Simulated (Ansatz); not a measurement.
# BaCu3N, from a guessed structure to a relaxed one

This structure for BaCu3N is made up. Its elements were placed in a known structure type with a cell scaled to their sizes. What cell does the guess relax to, and how far off was it?

Method: DFT, PBEsol, plane-wave PAW, files of the set soft_1, scalar-relativistic, ferromagnetic start, cell and ions relaxed at zero pressure; PAW set soft_1, in the first sound run; inputs show where later runs differ, in Ansatz 0.2.0.

## Step 1: The structure

It takes space group Pm-3m (No. 221, cubic). The conventional cell has a = 4.595 Å, b = 4.595 Å, c = 4.595 Å, α = 90.00°, β = 90.00°, γ = 90.00°. Nearest to Ba lie 12 Cu at 3.25 Å. Nearest to Cu lie 2 N at 2.30 Å. N has 6 Cu at 2.30 Å nearest. Farther neighbours and most contacts between anions are not listed.

As a file:

```cif
data_structure
_symmetry_space_group_name_H-M 'Pm-3m'
_symmetry_Int_Tables_number 221
_cell_length_a 4.5950
_cell_length_b 4.5950
_cell_length_c 4.5950
_cell_angle_alpha 90.000
_cell_angle_beta 90.000
_cell_angle_gamma 90.000
_cell_volume 97.02
loop_
_atom_site_label
_atom_site_type_symbol
_atom_site_symmetry_multiplicity
_atom_site_Wyckoff_symbol
_atom_site_fract_x
_atom_site_fract_y
_atom_site_fract_z
_atom_site_occupancy
Ba1 Ba 1 a 0.00000 0.00000 0.00000 1
Cu1 Cu 3 c 0.50000 0.00000 0.50000 1
N1 N 1 b 0.50000 0.50000 0.50000 1
```

## Step 2: Relaxation of the guess

The guessed cell has no reason to be at equilibrium. It is relaxed with the atoms, within the space group of the guess.

input.yaml

```yaml
crystal:
  lattice:
    - [4.595, 0.0, 0.0]
    - [0.0, 4.595, 0.0]
    - [0.0, 0.0, 4.595]
  atoms:
    - { symbol: Ba, position: [0.0, 0.0, 0.0] }
    - { symbol: Cu, position: [0.5, 0.0, 0.5], spin: 0.6 }
    - { symbol: Cu, position: [0.5, 0.5, 0.0], spin: 0.6 }
    - { symbol: Cu, position: [0.0, 0.5, 0.5], spin: 0.6 }
    - { symbol: "N", position: [0.5, 0.5, 0.5] }
magnetization:
  spin_polarized: true
kpoints:
  mp_grid: { grid: [6, 6, 6] }
scf:
  occupations: { method: fermi_dirac, width: 0.05 }
hamiltonian:
  xc: pbesol
  pseudopotentials: { kind: paw, azcp: { folder: soft_1 }, xc_functional: pbe }
relax:
  f_tol: 0.015
  max_steps: 70
  cell: {}
output:
  forces: true
  stress: true
```

On the command line:

```console
$ ansatz run input.yaml --threads 4 --pin off --max-ram 8192MiB --backend cpu --events-out ev --progress --plain --runs-dir out
```

Numbers of over 12 decimals in the logs are rounded to 6 here.

The program printed:

```text
Engine: ansatz 0.2.0, x86_64-unknown-linux-gnu
Pseudopotentials: kind: paw
Pseudopotential: Ba, paw, valence charge 10, recommended cutoff 420 eV (normal), soft_1/Ba.paw.azcp
Pseudopotential: Cu, paw, valence charge 19, recommended cutoff 420 eV (normal), soft_1/Cu.paw.azcp
Pseudopotential: N, paw, valence charge 5, recommended cutoff 420 eV (normal), soft_1/N.paw.azcp
Functional definition: PBEsol
  exchange = pbesol_x
  correlation = pbesol_c
Crystal: 5 atoms, lattice volume = 97.019 Å³
Basis set: ecut = 420 eV, 1863 PW (Γ), exchange–correlation on 64×64×64 points (8 copies of the dense FFT grid, shifted against one another)
Bands: 45, of which v1, the nominal top of the filled ones, is band 36 counted from 1 (35 counted from 0)
Symmetry: 48 space group operations
Space group: Pm-3m (ITA 221), of the structure as read, at distance tolerance 4.6e-5 Å
Magnetic group: BNS 221.92 (UNI 1594), of the structure as read, at distance tolerance 4.6e-5 Å
k-points: 20 of 216
Non-local potential: Ba, projectors of the file, l = 0: 3, l = 1: 2, l = 2: 2, l = 3: 2
Non-local potential: Cu, projectors of the file, l = 0: 3, l = 1: 2, l = 2: 3, l = 3: 1
Non-local potential: N, projectors of the file, l = 0: 2, l = 1: 2, l = 2: 1
PAW form: soft (Blöchl's): semilocal exchange-correlation on the pseudo side does not see the compensation charge
PAW frozen core: Ba, regenerated for the run's functional, and the local potential with it (the file was generated under x = pbe(κ = 0.804, μ = 0.219515), c = pbe(β = 0.066725))
PAW frozen core: Cu, regenerated for the run's functional, and the local potential with it (the file was generated under x = pbe(κ = 0.804, μ = 0.219515), c = pbe(β = 0.066725))
PAW frozen core: N, regenerated for the run's functional, and the local potential with it (the file was generated under x = pbe(κ = 0.804, μ = 0.219515), c = pbe(β = 0.066725))
PAW one-centre angular grid: Ba, 194 points (default); XC on 64 Gauss nodes
PAW one-centre angular grid: Cu, 590 points (default); XC on 64 Gauss nodes
PAW one-centre angular grid: N, 110 points (default); XC on 64 Gauss nodes
Initial density: superposition of atomic densities (chi_scale 0.1, normalization cell, long waves kept (reshape's long-wave potential 0.01 eV rms))
Starting moments: Σ|m| = 1.8 μB on 3 of 5 sites
Initial wavefunctions: pseudopotential atomic-orbital guess
Functional: x = pbesol(κ = 0.804, μ = 0.123457), c = pbesol(β = 0.046)
SCF iter   1: F=—  HF=-26016.277733 eV  |F-HF|=—  |Δ(HF+E_count)|=         —  Δρ=2.18e-1 (↑1.98e-1 ↓2.18e-1)  dr2=1.50e2  dr2_m=1.18e-1  M=2.111 μB ∫|m|=2.152 μB  β_m=1.00  ethr=3.10e-3  ⟨swp⟩=9.8  Hψ=9194  notcnv=0  defer=6
preconditioner: auto → Kerker (q_TF=auto, 2.596 Å⁻¹)  [metal: Δε(μ)=0.005 eV  Ē_g=6.106 eV  σ=0.050 eV  W_gap=0.02  n_scr=26 (ndim 8)  ℏωp=25.6 eV  f_vac=0.000  D(μ)=11.71/eV (n_scr^D=170)]
spin=Collinear: Kerker preconditioning applied to the charge; magnetization (m = ρ↑ − ρ↓) channel mixes plain (no charge-response kernel on spin).
SCF iter   2: F=—  HF=-26010.251340 eV  |F-HF|=—  |Δ(HF+E_count)|=    6.03e0  Δρ=1.47e-1 (↑4.39e-2 ↓1.47e-1)  dr2=1.81e1  dr2_m=3.13e0  M=0.147 μB ∫|m|=0.210 μB  β_m=0.30  ethr=3.10e-3  ⟨swp⟩=4.2  Hψ=5616  notcnv=0  defer=45
SCF iter   3: F=—  HF=-26004.719632 eV  |F-HF|=—  |Δ(HF+E_count)|=    5.53e0  Δρ=4.01e-2 (↑3.90e-2 ↓4.01e-2)  dr2=1.97e0  dr2_m=1.24e0  M=0.261 μB ∫|m|=0.328 μB  β_m=0.30  ethr=3.10e-3  ⟨swp⟩=3.4  Hψ=4053  notcnv=0  defer=76
SCF iter   4: F=—  HF=-26004.413689 eV  |F-HF|=—  |Δ(HF+E_count)|=   3.06e-1  Δρ=3.98e-2 (↑3.98e-2 ↓1.87e-2)  dr2=1.36e0  dr2_m=6.88e-1  M=0.213 μB ∫|m|=0.287 μB  β_m=0.30  ethr=2.74e-3  ⟨swp⟩=2.3  Hψ=3041  notcnv=0  defer=75
SCF iter   5: F=—  HF=-26006.705948 eV  |F-HF|=—  |Δ(HF+E_count)|=    2.29e0  Δρ=8.99e-2 (↑4.08e-2 ↓8.99e-2)  dr2=1.18e1  dr2_m=5.70e-1  M=0.023 μB ∫|m|=0.105 μB  β_m=0.30  ethr=1.89e-3  ⟨swp⟩=7.0  Hψ=4311  notcnv=0  defer=75
SCF iter   6: F=—  HF=-26004.641839 eV  |F-HF|=—  |Δ(HF+E_count)|=    2.06e0  Δρ=4.20e-2 (↑9.01e-3 ↓4.20e-2)  dr2=1.83e0  dr2_m=2.65e-1  M=0.057 μB ∫|m|=0.098 μB  β_m=0.30  ethr=1.89e-3  ⟨swp⟩=3.0  Hψ=3326  notcnv=0  defer=103
SCF iter   7: F=—  HF=-26004.381474 eV  |F-HF|=—  |Δ(HF+E_count)|=   2.60e-1  Δρ=2.31e-2 (↑2.31e-2 ↓2.74e-3)  dr2=4.04e-1  dr2_m=1.22e-1  M=0.078 μB ∫|m|=0.115 μB  β_m=0.30  ethr=1.89e-3  ⟨swp⟩=3.0  Hψ=3246  notcnv=0  defer=104
SCF iter   8: F=—  HF=-26004.332984 eV  |F-HF|=—  |Δ(HF+E_count)|=   4.85e-2  Δρ=1.49e-2 (↑1.49e-2 ↓3.60e-3)  dr2=1.00e-1  dr2_m=7.30e-2  M=0.055 μB ∫|m|=0.086 μB  β_m=0.30  ethr=5.62e-4  ⟨swp⟩=2.2  Hψ=2256  notcnv=0  defer=96
SCF iter   9: F=—  HF=-26004.330804 eV  |F-HF|=—  |Δ(HF+E_count)|=   2.18e-3  Δρ=1.20e-2 (↑1.20e-2 ↓2.22e-3)  dr2=5.38e-2  dr2_m=4.25e-2  M=0.041 μB ∫|m|=0.067 μB  β_m=0.30  ethr=1.39e-4  ⟨swp⟩=2.2  Hψ=1994  notcnv=0  defer=96
Mixer restart at iter 9: flushing history
spin-set hold released at iteration 9 (site moments contracting): the magnetisation degrees of freedom join the quasi-Newton model from the next iteration; the mixer history was flushed
SCF iter  10: F=—  HF=-26004.332460 eV  |F-HF|=—  |Δ(HF+E_count)|=   1.66e-3  Δρ=7.77e-3 (↑7.77e-3 ↓2.85e-3)  dr2=1.35e-2  dr2_m=2.46e-2  M=0.031 μB ∫|m|=0.053 μB  β_m=0.65  ethr=7.48e-5  ⟨swp⟩=1.0  Hψ=1704  notcnv=0  defer=96
SCF iter  11: F=—  HF=-26004.348056 eV  |F-HF|=—  |Δ(HF+E_count)|=   1.56e-2  Δρ=6.96e-3 (↑6.96e-3 ↓5.14e-3)  dr2=8.79e-2  dr2_m=7.63e-4  M=0.006 μB ∫|m|=0.016 μB  β_m=0.47  ethr=1.87e-5  ⟨swp⟩=2.0  Hψ=3409  notcnv=0  defer=96
SCF iter  12: F=—  HF=-26004.329841 eV  |F-HF|=—  |Δ(HF+E_count)|=   1.82e-2  Δρ=8.71e-4 (↑2.82e-4 ↓8.71e-4)  dr2=3.08e-4  dr2_m=1.26e-4  M=0.003 μB ∫|m|=0.010 μB  β_m=0.73  ethr=1.87e-5  ⟨swp⟩=2.3  Hψ=3706  notcnv=0  defer=81
SCF iter  13: F=—  HF=-26004.330722 eV  |F-HF|=—  |Δ(HF+E_count)|=   8.80e-4  Δρ=7.21e-4 (↑1.67e-4 ↓7.21e-4)  dr2=4.05e-4  dr2_m=8.01e-5  M=0.002 μB ∫|m|=0.007 μB  β_m=0.87  ethr=4.28e-7  ⟨swp⟩=2.0  Hψ=2590  notcnv=0  defer=81
SCF iter  14: F=—  HF=-26004.330683 eV  |F-HF|=—  |Δ(HF+E_count)|=   3.84e-5  Δρ=1.70e-4 (↑1.70e-4 ↓1.01e-4)  dr2=2.21e-5  dr2_m=2.26e-6  M=0.000 μB ∫|m|=0.001 μB  β_m=0.77  ethr=4.28e-7  ⟨swp⟩=2.0  Hψ=2478  notcnv=0  defer=81
SCF iter  15: F=—  HF=-26004.330743 eV  |F-HF|=—  |Δ(HF+E_count)|=   6.00e-5  Δρ=5.26e-5 (↑5.26e-5 ↓2.42e-5)  dr2=3.71e-6  dr2_m=3.40e-7  M=0.000 μB ∫|m|=0.001 μB  β_m=0.76  ethr=3.07e-8  ⟨swp⟩=2.3  Hψ=2818  notcnv=0  defer=81
[...]
SCF 3 converged in 10 iterations: F = -26004.964233 eV  dr2 = 1.70e-9
relax step   3: F+E_penalty+E_count = -26004.96423338 eV  Δ(F+E_penalty+E_count) = -3.915e-2 eV  max|allowed force component| = 5.304e-29 eV/Å  Δτ_max = 0.0000 Å  P = +1.285 GPa  Ω = 78.447 Å³  energy of the carried Pulay correction = +1.412e-2 eV  (10 SCF iters, dr2 threshold 5.00e-7 eV, accepted)
[...]
relax step   4: F+E_penalty+E_count = -26004.96836949 eV  Δ(F+E_penalty+E_count) = -4.136e-3 eV  max|allowed force component| = 1.675e-29 eV/Å  Δτ_max = 0.0000 Å  P = -0.068 GPa  Ω = 79.869 Å³  energy of the carried Pulay correction = +1.294e-2 eV  (9 SCF iters, dr2 threshold 5.00e-7 eV, accepted)
[...]
relax step   5: F+E_penalty+E_count = -26004.96844548 eV  Δ(F+E_penalty+E_count) = -7.599e-5 eV  max|allowed force component| = 3.694e-29 eV/Å  Δτ_max = 0.0000 Å  P = -0.001 GPa  Ω = 79.796 Å³  energy of the carried Pulay correction = +1.300e-2 eV  (8 SCF iters, dr2 threshold 1.16e-8 eV, accepted)
[...]
relax step   6: F+E_penalty+E_count = -26004.95939691 eV  Δ(F+E_penalty+E_count) = +9.049e-3 eV  max|allowed force component| = 4.057e-29 eV/Å  Δτ_max = 0.0000 Å  P = -0.082 GPa  Ω = 79.796 Å³  stress off target by 8.23e-2 GPa  SCF on the basis re-selected at this cell (its energy is not comparable with the rows above)  (9 SCF iters)
[...]
relax step   7: F+E_penalty+E_count = -26004.95949035 eV  Δ(F+E_penalty+E_count) = -9.345e-5 eV  max|allowed force component| = 2.368e-29 eV/Å  Δτ_max = 0.0000 Å  P = -0.001 GPa  Ω = 79.707 Å³  energy of the carried Pulay correction = +7.042e-5 eV  (7 SCF iters, dr2 threshold 1.69e-8 eV, accepted)
iter 1 solved again at ethr=3.49e-6 eV; its pass at ethr=3.10e-3 eV (dr2=2.52e-3 eV) is discarded
SCF iter   1: F=—  HF=-26004.959411 eV  |F-HF|=—  |Δ(HF+E_count)|=         —  Δρ=2.67e-6 (↑2.62e-6 ↓2.67e-6)  dr2=1.02e-8  dr2_m=1.77e-11  M=0.000 μB ∫|m|=0.000 μB  β_m=0.30  ethr=3.49e-6  ⟨swp⟩=2.2  Hψ=11314  notcnv=0
eigensolver tolerance schedule: the retry pair's looser diagonalisation over-reported the residual by 245763.61 of it (diagonalisation noise at an unbounded share of the residual, at the tolerance the schedule requests for it); recorded, not acted on — ethr = c·dr2/N_el stays at c = 1.0e-1
preconditioner: auto → Kerker (q_TF=auto, 2.682 Å⁻¹)  [metal: Δε(μ)=0.018 eV  Ē_g=9.527 eV  σ=0.050 eV  W_gap=0.09  n_scr=26 (ndim 8)  ℏωp=28.8 eV  f_vac=0.000  D(μ)=4.10/eV (n_scr^D=32)]
spin=Collinear: Kerker preconditioning applied to the charge; magnetization (m = ρ↑ − ρ↓) channel mixes plain (no charge-response kernel on spin).
SCF iter   2: F=—  HF=-26004.959404 eV  |F-HF|=—  |Δ(HF+E_count)|=   7.14e-6  Δρ=4.69e-6 (↑4.60e-6 ↓4.69e-6)  dr2=4.37e-8  dr2_m=1.03e-11  M=0.000 μB ∫|m|=0.000 μB  β_m=0.65  ethr=1.42e-11  ⟨swp⟩=3.8  Hψ=5086  notcnv=0
SCF iter   3: F=—  HF=-26004.959404 eV  |F-HF|=—  |Δ(HF+E_count)|=   5.17e-9  Δρ=1.27e-6 (↑1.25e-6 ↓1.27e-6)  dr2=6.56e-9  dr2_m=3.28e-12  M=0.000 μB ∫|m|=0.000 μB  β_m=0.82  ethr=1.42e-11  ⟨swp⟩=2.0  Hψ=2568  notcnv=0
SCF iter   4: F=—  HF=-26004.959404 eV  |F-HF|=—  |Δ(HF+E_count)|=   3.36e-9  Δρ=6.42e-7 (↑6.42e-7 ↓6.34e-7)  dr2=1.52e-9  dr2_m=7.65e-13  M=0.000 μB ∫|m|=0.000 μB  β_m=0.73  ethr=9.11e-12  ⟨swp⟩=2.0  Hψ=2968  notcnv=0
SCF iter   5: F=—  HF=-26004.959404 eV  |F-HF|=—  |Δ(HF+E_count)|=  3.24e-10  Δρ=4.09e-7 (↑3.84e-7 ↓4.09e-7)  dr2=5.21e-10  dr2_m=3.79e-13  M=0.000 μB ∫|m|=0.000 μB  β_m=0.72  ethr=2.11e-12  ⟨swp⟩=2.0  Hψ=2666  notcnv=0
SCF iter   6: F=—  HF=-26004.959404 eV  |F-HF|=—  |Δ(HF+E_count)|=  1.09e-10  Δρ=2.45e-7 (↑2.45e-7 ↓2.42e-7)  dr2=2.51e-10  dr2_m=2.43e-13  M=0.000 μB ∫|m|=0.000 μB  β_m=0.86  ethr=1.00e-12  ⟨swp⟩=1.8  Hψ=2040  notcnv=0
SCF iter   7: F=-26004.959404 eV  HF=-26004.959404 eV  |F-HF|=2.18e-11  |Δ(HF+E_count)|=  4.00e-11  Δρ=1.01e-7 (↑1.01e-7 ↓9.67e-8)  dr2=2.79e-11  dr2_m=1.91e-14  M=0.000 μB ∫|m|=0.000 μB  ethr=1.00e-12  ⟨swp⟩=3.0  Hψ=5452  notcnv=0
the starting moments were not kept: the SCF closed with an absolute magnetisation of 4.1e-7 μB, where they sum to 1.8 μB in size (3 sites). That is at most 0.1 of that sum. Measured as dr2_m measures the in/out step, that magnetisation stands 2.5e-14 eV from none, at or under the dr2_threshold of 5.0e-11 eV: it is no larger than a step whose dr2_m would equal this threshold.
SCF 8 converged in 7 iterations: F = -26004.959404 eV  dr2 = 2.79e-11
relax step   8: F+E_penalty+E_count = -26004.95940363 eV  Δ(F+E_penalty+E_count) = +8.673e-5 eV  max|allowed force component| = 1.718e-29 eV/Å  Δτ_max = 0.0000 Å  P = -0.000 GPa  Ω = 79.707 Å³  stress off target by 8.44e-5 GPa  SCF on the basis re-selected at this cell (its energy is not comparable with the rows above)  (7 SCF iters)
basis re-selected at this cell: Δ(F+E_penalty+E_count) = +8.673e-5 eV, ΔP = +0.000 GPa vs the last step (what re-selecting the basis moved, of the pressure what is left beyond the Pulay correction that the steps carried, after the strain that the cell walked since its last selection, with what the two solves' SCF thresholds leave and, on support functions, any second-order correction that the steps lacked; it is no m [...]
SCF converged after 7 iterations
Magnetization: 0.0000 μB (36.0000 up, 36.0000 down)
Absolute magnetization: 0.0000 μB (∫|ρ↑−ρ↓|, with the PAW one-centre terms)
Spin contamination: 0.0000 ħ² per cell (⟨S²⟩ above its minimum at these occupations)
Per-site moments (μB) at R_I (Å): [(3.521870892456845e-8, 1.255280), (3.166588140020362e-8, 0.887617), (3.166588176319521e-8, 0.887617), (3.166588209247587e-8, 0.887617), (1.0638975865982778e-7, 0.887617)]
Free energy (F): -26004.959404 eV
Harris-Foulkes:  -26004.959404 eV  (|F-HF|=2.18e-11)
Internal energy: -26004.927851 eV  (E = F + TS)
E sigma→0 (E₀):  -26004.943627 eV
Entropy (-TS):   -0.031552 eV (-6.310 meV/atom)
Fermi energy:    13.265576 eV
--- Per-component energies (eV) ---
  E_band       = -1279.989014
  E_kinetic    = 1069.537563
  E_local      = -16952.738035  (includes V_loc(G=0)·N_el)
  E_nonlocal   = 2822.476323
  E_hartree    = 7276.239694
  E_xc         = -457.945786
  E_vxc        = -465.667502  (∫ρ·V_xc dr)
  E_paw        = -10581.750873  (= ΣΔE_a)
  E_vpaw       = -2306.080582  (= ΣTr[D̂ρ^β])
  E_aug_tail   = 0.003060  (compensation charges beyond the density's cutoff)
  E_ewald      = -9181.547941
  E_core_change = 0.798144  (= ΣΔE_core)
  E_smearing   = -0.031552  (= −TS)
  E_closure    = -0.000000  (closes the sum)
  Σ components = -26004.959404   (vs F -26004.959404, Δ=0.00e0)
--- Forces (eV/Å), atoms counted from 1 ---
  atom   1  Ba     0.00000000    -0.00000000     0.00000000
  atom   2  Cu     0.00000000     0.00000000     0.00000000
  atom   3  Cu     0.00000000    -0.00000000     0.00000000
  atom   4  Cu    -0.00000000    -0.00000000     0.00000000
  atom   5  N      0.00000000    -0.00000000     0.00000000
  max |Σ_I F_I| component: 3.61e-29 eV/Å
--- Stress (GPa, compression-positive) ---
       -0.000084       0.000000       0.000000
        0.000000      -0.000084      -0.000000
        0.000000      -0.000000      -0.000084
  P = ⅓ Tr σ = -0.0001 GPa (-0.001 kbar)
--- Relaxed structure (6 steps of the walk, 6 accepted, 2 SCFs on fresh bases) ---
  F+E_penalty+E_count = -26004.95940363 eV   max|allowed force component| = 1.718e-29 eV/Å   (the final SCF, on the basis selected at the relaxed cell)
  cell:  # Å, volume = 79.7067 Å³
    - [4.303597, 0, 0]
    - [0, 4.303597, 0]
    - [0, 0, 4.303597]
  atoms:
    - { symbol: Ba, position: [0, 0, 0] }
    - { symbol: Cu, position: [0.5, 0, 0.5] }
    - { symbol: Cu, position: [0.5, 0.5, 0] }
    - { symbol: Cu, position: [0, 0.5, 0.5] }
    - { symbol: N, position: [0.5, 0.5, 0.5] }
```

Elapsed: 18 s, on 4 threads of Intel Xeon Platinum 8488C (Sapphire Rapids), shared host; peak memory 0.6 GiB.

Step by step:

```csv
step,energy less that of the first step (eV),largest force component (eV/Å),pressure (GPa),volume (Å³)
1,0.0000,0.0000,-9.86,97.02
2,-0.5944,0.0000,-3.21,83.66
3,-0.6335,0.0000,1.28,78.45
4,-0.6377,0.0000,-0.07,79.87
5,-0.6377,0.0000,0.00,79.80
6*,-0.6287,0.0000,-0.08,79.80
7,-0.6288,0.0000,0.00,79.71
8*,-0.6287,0.0000,0.00,79.71
```

Relaxation steps marked * repeat the geometry before them on a plane-wave basis chosen anew for their cell, so energy and pressure can jump there.

Forces are held to the 48 operations that the run works with; a distortion that breaks them can't arise in this run.

```csv
"conventional cell, symmetrised",before,after,change
a (Å),4.595,4.304,-6.3 %
b (Å),4.595,4.304,-6.3 %
c (Å),4.595,4.304,-6.3 %
volume (Å³/atom),19.40,15.94,-17.8 %
```

The relaxed structure:

```xyz
5
Lattice="4.3036 0.0000 0.0000 0.0000 4.3036 0.0000 0.0000 0.0000 4.3036" Properties=species:S:1:pos:R:3 pbc="T T T"
Ba    0.0000    0.0000    0.0000
Cu    2.1518    0.0000    2.1518
Cu    2.1518    2.1518    0.0000
Cu    0.0000    2.1518    2.1518
N     2.1518    2.1518    2.1518
```

This step gave:

* free energy: -26004.9594 eV
* energy at zero smearing: -26004.9436 eV
* smearing term TS: 0.03155 eV
* Fermi energy: 13.27 eV
* electrons: 72
* symmetry operations: 48
* pressure: -8.44e-5 GPa

Shortest distances by pair of elements, guess and relaxed (not always the same contact):

```csv
pair,guess (Å),relaxed (Å)
Cu–N,2.297,2.152
Ba–Cu,3.249,3.043
Cu–Cu,3.249,3.043
Ba–N,3.979,3.727
Ba–Ba,4.595,4.304
```

The relaxation ends with a pressure of 0.00 GPa. The starting moments have collapsed: the run ends non-magnetic.

(Part 1 of 2 ends here.)

[Logs are printed without paths, hosts, clocks, repeated set-up lines and the standing remarks that a program may print on its own settings, such as how far it seeks lower states.]

[Hosts, paths, dates, database ids (printed as entryN), source tags and the programs' standing remarks are cut or masked in the printed files.]
